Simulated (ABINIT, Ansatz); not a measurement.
# RbTaS3 (Pm-3m): zone-centre phonons, part 5 of 5

Which modes does RbTaS3 (Pm-3m) have at the zone centre?

ABINIT 10.8.3; DFT PBE, scalar-relativistic, plane waves, SPMS norm-conserving pseudopotentials.

So far, lowest optical zone-centre mode (cm⁻¹): step 5 (modes with the sum rule) 58.7; step 6 (ASR 0, chneut 0) 58.7.

The structure was built from a prototype and need not be the compound's stable phase.

## Step 7: Cross-check with Ansatz

The same cell goes through another code, with its own cutoff. The potentials differ.

This step: DFT PBE, scalar-relativistic, plane waves, PseudoDojo norm-conserving pseudopotentials (Ansatz 0.2.0).

Contents of input.yaml:

```yaml
crystal:
  lattice:
    - [4.8873840546, 0.0, 0.0]
    - [0.0, 4.8873840546, 0.0]
    - [0.0, 0.0, 4.8873840546]
  atoms:
    - { symbol: Rb, position: [0.0, 0.0, 0.0] }
    - { symbol: Ta, position: [0.5, 0.5, 0.5] }
    - { symbol: S, position: [0.5, 0.5, 0.0] }
    - { symbol: S, position: [0.5, 0.0, 0.5] }
    - { symbol: S, position: [0.0, 0.5, 0.5] }
kpoints:
  mp_grid: { grid: [6, 6, 6] }
hamiltonian:
  xc: pbe
  pseudopotentials: { kind: nc, accuracy: standard }
scf:
  occupations: { method: gaussian, width: 0.27211 }
output:
  eigenvalues: true
phonons:
  method: dfpt
```

Launch:

```bash
$ ansatz run input.yaml --threads 4 --pin off --max-ram 8192MiB --backend cpu --events-out ev --progress --plain --runs-dir out
```

Numbers of over 12 decimals in the logs are rounded to 6 here.

The log of the run:

```text
zone centre: on kpoints.mp_grid the ground state, and the responses unless they are solved on pairs of k-points, stand on 64 of the mesh's 216 k-points, reduced under 8 symmetry operations, with k and −k counted as one. Each operation leaves every solved displacement unchanged or reverses it
Engine: ansatz 0.2.0, x86_64-unknown-linux-gnu
Pseudopotentials: kind: nc
Pseudopotential: Rb, nc, valence charge 9, recommended cutoff 630 eV (normal), Rb.nc.azcp (PseudoDojo's, or run here from an input of PseudoDojo's; its table is named by hamiltonian.pseudopotentials.accuracy)
Pseudopotential: Ta, nc, valence charge 13, recommended cutoff 789.130201 eV (normal), Ta.nc.azcp (PseudoDojo's, or run here from an input of PseudoDojo's; its table is named by hamiltonian.pseudopotentials.accuracy)
Pseudopotential: S, nc, valence charge 6, recommended cutoff 770 eV (normal), S.nc.azcp (PseudoDojo's, or run here from an input of PseudoDojo's; its table is named by hamiltonian.pseudopotentials.accuracy)
Functional definition: PBE
  parameter kappa = 0.804
  parameter beta = 0.066725
  exchange = pbe_x(kappa = kappa, mu = beta*pi^2/3)
  correlation = pbe_c(beta = beta)
Crystal: 5 atoms, lattice volume = 116.743 Å³
Basis set: ecut = 789.130201 eV, 5887 PW (Γ), exchange–correlation on 90×90×90 points (8 copies of the dense FFT grid, shifted against one another)
Bands: 25, of which v1, the nominal top of the filled ones, is band 20 counted from 1 (19 counted from 0)
Symmetry: 48 space group operations
k-points: 64 of 216 (irreducible under 8 space group operations)
Non-local potential: Rb, projectors of the file, l = 0: 2, l = 1: 2, l = 2: 2, l = 3: 1
Non-local potential: Ta, projectors of the file, l = 0: 2, l = 1: 2, l = 2: 2, l = 3: 2
Non-local potential: S, projectors of the file, l = 0: 2, l = 1: 2, l = 2: 2
Initial density: superposition of atomic densities (chi_scale 0.1, normalization cell, long waves kept (reshape's long-wave potential 0.00 eV rms))
Initial wavefunctions: pseudopotential atomic-orbital guess
Functional: x = pbe(κ = 0.804, μ = 0.219515), c = pbe(β = 0.066725)
SCF iter   1: F=—  HF=-3410.112700 eV  |F-HF|=—  |Δ(HF+E_count)|=         —  Δρ=3.09e-2  dr2=1.73e0  ethr=3.10e-3  ⟨swp⟩=8.2  Hψ=8738  notcnv=0
preconditioner: auto → Kerker (q_TF=auto, 2.282 Å⁻¹)  [metal: Δε(μ)=0.016 eV  Ē_g=9.341 eV  σ=0.272 eV  W_gap=0.03  n_scr=26 (ndim 8)  ℏωp=18.8 eV  f_vac=0.000  D(μ)=1.00/eV (n_scr^D=0)]
SCF iter   2: F=—  HF=-3409.791186 eV  |F-HF|=—  |Δ(HF+E_count)|=   3.22e-1  Δρ=1.66e-2  dr2=4.44e-1  ethr=3.10e-3  ⟨swp⟩=1.2  Hψ=2130  notcnv=0  defer=1
SCF iter   3: F=—  HF=-3409.660586 eV  |F-HF|=—  |Δ(HF+E_count)|=   1.31e-1  Δρ=5.98e-3  dr2=1.08e-1  ethr=1.11e-3  ⟨swp⟩=2.2  Hψ=2446  notcnv=0  defer=1
SCF iter   4: F=—  HF=-3409.632004 eV  |F-HF|=—  |Δ(HF+E_count)|=   2.86e-2  Δρ=2.55e-3  dr2=1.29e-2  ethr=2.71e-4  ⟨swp⟩=2.2  Hψ=2577  notcnv=0  defer=1
SCF iter   5: F=—  HF=-3409.630113 eV  |F-HF|=—  |Δ(HF+E_count)|=   1.89e-3  Δρ=7.73e-4  dr2=5.56e-4  ethr=3.22e-5  ⟨swp⟩=2.0  Hψ=2808  notcnv=0  defer=1
SCF iter   6: F=—  HF=-3409.630163 eV  |F-HF|=—  |Δ(HF+E_count)|=   4.98e-5  Δρ=2.81e-4  dr2=6.96e-5  ethr=1.39e-6  ⟨swp⟩=2.5  Hψ=2675  notcnv=0  defer=1
SCF iter   7: F=—  HF=-3409.630234 eV  |F-HF|=—  |Δ(HF+E_count)|=   7.06e-5  Δρ=6.25e-5  dr2=3.10e-6  ethr=1.74e-7  ⟨swp⟩=2.1  Hψ=2785  notcnv=0  defer=1
SCF iter   8: F=—  HF=-3409.630185 eV  |F-HF|=—  |Δ(HF+E_count)|=   4.86e-5  Δρ=1.21e-5  dr2=4.23e-7  ethr=7.75e-9  ⟨swp⟩=2.0  Hψ=2857  notcnv=0  defer=32
SCF iter   9: F=—  HF=-3409.630186 eV  |F-HF|=—  |Δ(HF+E_count)|=   2.69e-7  Δρ=4.26e-6  dr2=2.77e-8  ethr=1.06e-9  ⟨swp⟩=2.1  Hψ=2480  notcnv=0  defer=32
SCF iter  10: F=—  HF=-3409.630186 eV  |F-HF|=—  |Δ(HF+E_count)|=   3.53e-8  Δρ=1.67e-6  dr2=2.10e-9  ethr=6.93e-11  ⟨swp⟩=2.0  Hψ=2836  notcnv=0  defer=32
SCF iter  11: F=—  HF=-3409.630186 eV  |F-HF|=—  |Δ(HF+E_count)|=   1.34e-9  Δρ=2.19e-7  dr2=6.73e-11  ethr=5.25e-12  ⟨swp⟩=2.0  Hψ=2836  notcnv=0  defer=32
SCF iter  12: F=-3409.630186 eV  HF=-3409.630186 eV  |F-HF|=1.82e-12  |Δ(HF+E_count)|=  8.32e-11  Δρ=4.19e-8  dr2=2.15e-12  ethr=1.00e-12  ⟨swp⟩=12.0  Hψ=10518  notcnv=0
SCF 1 converged in 12 iterations: F = -3409.630186 eV  dr2 = 2.15e-12
DFPT response loops at Γ: preconditioner auto → Kerker (q_TF=auto, 2.282 Å⁻¹) (partly filled bands, converged f_vac=0.006); β = 1.00, the filter's whole step (`scf.mixing.beta` (0.50) is not read by the response loops under this deck's `scf.mixing.preconditioner`; to damp them name `kerker` or `kerker_dos`, under which they read `scf.mixing.beta`, and type it under 1.00, their step now; both keys bind the ground state too); Broyden in place of MSR1
SCF converged after 12 iterations
Free energy (F): -3409.630186 eV
Harris-Foulkes:  -3409.630186 eV  (|F-HF|=1.82e-12)
Internal energy: -3409.592708 eV  (E = F + TS)
E sigma→0 (E₀):  -3409.611447 eV
Entropy (-TS):   -0.037478 eV (-7.496 meV/atom)
Fermi energy:    7.264816 eV
--- Per-component energies (eV) ---
  E_band       = -293.756622
  E_kinetic    = 975.105766
  E_local      = -2087.974478  (includes V_loc(G=0)·N_el)
  E_nonlocal   = 223.149113
  E_hartree    = 631.610044
  E_xc         = -849.159506
  E_vxc        = -667.257084  (∫ρ·V_xc dr)
  E_ewald      = -2302.323647
  E_smearing   = -0.037478  (= −TS)
  E_closure    = -0.000000  (closes the sum)
  Σ components = -3409.630186   (vs F -3409.630186, Δ=0.00e0)
--- Band table (eV; the first three rows and the last of 64) ---
  k-point 0: bands = [... 16 lower, 6.0600, 6.7405, 6.7405, 6.7405, 6.8318, 6.8318, 6.8318, 9.1458, ... 1 higher]
  k-point 1: bands = [... 16 lower, 5.9166, 5.9828, 6.4990, 6.4990, 6.8498, 7.8518, 7.8518, 9.1646, ... 1 higher]
  k-point 2: bands = [... 16 lower, 5.1966, 5.6612, 6.4188, 6.4188, 6.8865, 9.0181, 9.0181, 9.1925, ... 1 higher]
  k-point 63: bands = [... 16 lower, 3.3168, 7.3375, 7.3375, 7.3375, 10.2156, 10.2156, 10.2156, 12.1314, ... 1 higher]
--- Phonons (Γ-DFPT): 4 representative perturbations + reference, on 64 of 216 k-points (Σ response iterations 14) ---
  k mesh reduced under 8 symmetry operations, with k and −k counted as one. Each operation leaves every solved displacement unchanged or reverses it
  ASR residual: 5.472e-5 → 0.000e0 eV/Å²; symmetrization residual: 2.147e-5 eV/Å²
  ASR residual per site (eV/Å²): 1.63e-5 2.82e-5 5.47e-5 5.47e-5 5.47e-5
  Γ frequencies (cm⁻¹): 0.00 0.00 0.00 58.80 58.80 58.80 110.98 110.98 110.98 151.52 151.52 151.52 303.43 303.43 303.43
  non-analytic LO–TO correction: not included (Born effective charges unavailable; polar crystals: no LO–TO splitting at Γ)
```

Elapsed: 72 s, on 4 threads of Intel Xeon at 2.70GHz, shared host; peak memory 1.9 GiB; 4.3 min of CPU time.

Read from the output:

```yaml
sum_rule_residual_before_enforcement: 5.47e-5 eV/Å²
highest_optical_zone_centre_mode_no_lo_to_term: 303.4 cm⁻¹
lowest_optical_zone_centre_mode: 58.8 cm⁻¹
```

## Step 8: Side by side: ABINIT SPMS and Ansatz, PseudoDojo

Numbers from this step:

```
root-mean-square difference : 0.13 cm⁻¹
largest difference          : 0.16 cm⁻¹
```

The 12 of 12 modes that differ most. Frequencies side by side:

| q (reciprocal lattice) | mode | ABINIT SPMS (cm⁻¹) | Ansatz, PseudoDojo (cm⁻¹) |
| --- | --- | --- | --- |
| 0 0 0 | 4 | 58.66 | 58.8 |
| 0 0 0 | 5 | 58.66 | 58.8 |
| 0 0 0 | 6 | 58.66 | 58.8 |
| 0 0 0 | 7 | 111.1 | 111 |
| 0 0 0 | 8 | 111.1 | 111 |
| 0 0 0 | 9 | 111.1 | 111 |
| 0 0 0 | 10 | 151.6 | 151.5 |
| 0 0 0 | 11 | 151.6 | 151.5 |
| 0 0 0 | 12 | 151.6 | 151.5 |
| 0 0 0 | 13 | 303.3 | 303.4 |
| 0 0 0 | 14 | 303.3 | 303.4 |
| 0 0 0 | 15 | 303.3 | 303.4 |

At the zone centre the largest difference (acoustic modes at Γ apart) is 0.05 % of the highest mode.

## Step 9: Summary of results

| Quantity | Value |
| --- | --- |
| space group after relaxation | Pm-3m |
| volume per atom | 23.3 Å³ |
| highest optical zone-centre mode (no LO-TO term) | 303.3 cm⁻¹ |
| lowest optical zone-centre mode | 58.7 cm⁻¹ |
| imaginary optical modes at the zone centre (no q mesh in this session) | none |
| largest difference from Ansatz, PseudoDojo | 0.16 cm⁻¹ |

In words: At the PBE level the optical modes of RbTaS3 (Pm-3m) at the zone centre run from 59 to 303 cm⁻¹. ABINIT SPMS and Ansatz, PseudoDojo agree to 0.16 cm⁻¹ (0.05 % of the highest mode compared) on all solved modes but the acoustic ones at Γ, without the LO-TO term. These are harmonic frequencies at zero temperature: anharmonic shifts and linewidths and thermal expansion are left out. Spin-orbit coupling is left out, which can matter for the heavy elements here. In a metal the frequencies hang on the k mesh and the smearing, most of all near Kohn anomalies. The structure is a hypothetical one, built on a prototype.

[Host names and launcher messages were left out of these logs when they were recorded.]

[Logs are printed without paths, hosts, clocks, repeated set-up lines and the standing remarks that a program may print on its own settings, such as how far it seeks lower states.]

[Hosts, paths, dates, database ids (printed as entryN), source tags and the programs' standing remarks are cut or masked in the printed files.]
